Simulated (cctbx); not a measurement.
# Lattice, Laue class and space group of a new crystal

Cell: a = 12.7490 Å, b = 12.7490 Å, c = 9.5760 Å, α = 90.00°, β = 90.00°, γ = 120.00°. Expected content of the cell: Gd3 Cd36 Al18.

Simulated single-crystal data (cctbx): Ag Kα, λ = 0.56087 Å, to d = 0.6 Å, 50 % of the full sphere, strongest reflection 70000 counts, noise from counting, a 2 % proportional error and a noise floor of 8 counts (s.d.); no absorption.

Tests on the unmerged data give:

```text
13050 reflections to d = 0.600 A
centring   violations  <I/sigma> of those
    A       1941 of  6542      7.6
    B       1935 of  6508      7.6
    C       1922 of  6496      7.8
    I       1937 of  6522      7.7
    R          0 of  8660     -0.0
    F       2899 of  9773      7.7
Laue class    unique    Rint  (classes that these axes allow; Friedel mates merged)
R -3 :H          1430   0.018
R -3 m :H         808   0.020
space group    extra absences  I>4sigma  <I/sigma>
R 3 2 :H                0          0         -  acentric
R 3 m :H                0          0         -  acentric
R -3 m :H               0          0         -  centric
Wilson B = 1.16 A^2   <|E^2-1|> = 0.880 (0.968 centric, 0.736 acentric)   E^2>4: 3.5 %
shell (A)         n   <I/sigma>
 7.23 - 1.20    113     68.6
 1.20 - 0.95    105     57.6
 0.95 - 0.83     96     51.3
 0.83 - 0.76     99     48.5
 0.76 - 0.70     92     41.7
 0.70 - 0.66    102     41.8
 0.66 - 0.63    103     38.4
 0.63 - 0.60     98     35.3
```

Q: Read the symmetry from these tables.

The reflections that R centring forbids are absent (⟨I/σ⟩ near 0), so the lattice is R.

Rint stays low (0.018 to 0.020) up to R -3 m :H, the highest class in these axes.

3 settings pass the absence test. No glide or screw absences show, which leaves R 3 2, R 3 m and R -3 m.

⟨|E²−1|⟩ = 0.880 lies between the two ideal values. The Wilson B of 1.16 Å² means U ≈ 0.0147 Å².

The true group is R-3m (no. 166), Laue class -3m, centrosymmetric. The tables only narrow the choice to the tied entries; cell content, site symmetry and trial solutions must settle it.

The model is made up (kin elements in a known structure type, no relaxation), so it says nothing on whether the phase exists.

[Logs are printed without paths, hosts, clocks, repeated set-up lines and the standing remarks that a program may print on its own settings, such as how far it seeks lower states.]
